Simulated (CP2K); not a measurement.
The O K edge of 2-vinylfuran was computed by TDDFT (CP2K XAS_TDP, aug-cc-pVDZ, TDA) at these levels: PBE, PBEh(45%) and PBEh(45%) + GW2X. The first three lines of O7 (bonded to 2 C) with a strength over 0.0015, energy in eV and strength:

| run | first | second | third |
| --- | --- | --- | --- |
| 1 | 530.35 (0.025) | 533.51 (0.002) | 533.95 (0.013) |
| 2 | 510.89 (0.008) | 512.59 (0.008) | 514.97 (0.002) |
| 3 | 534.72 (0.025) | 537.87 (0.002) | 538.31 (0.013) |

Question: Which run is which?

Run 1: PBEh(45%) (45 % exact exchange). Run 2: PBE (0 % exact exchange). Run 3: PBEh(45%) + GW2X (45 % exact exchange). Self-interaction lifts the core level, so the uncorrected lines rise with the share of exact exchange. The GW2X run keeps the spacings of its parent: 3.15 eV between the first two lines in run 3, 3.16 eV in run 1. Its shift is +4.37 eV, since the Kohn–Sham level at this share of exchange lies that far above the quasiparticle level.

[Hosts, paths, dates, database ids (printed as entryN), source tags and the programs' standing remarks are cut or masked in the printed files.]
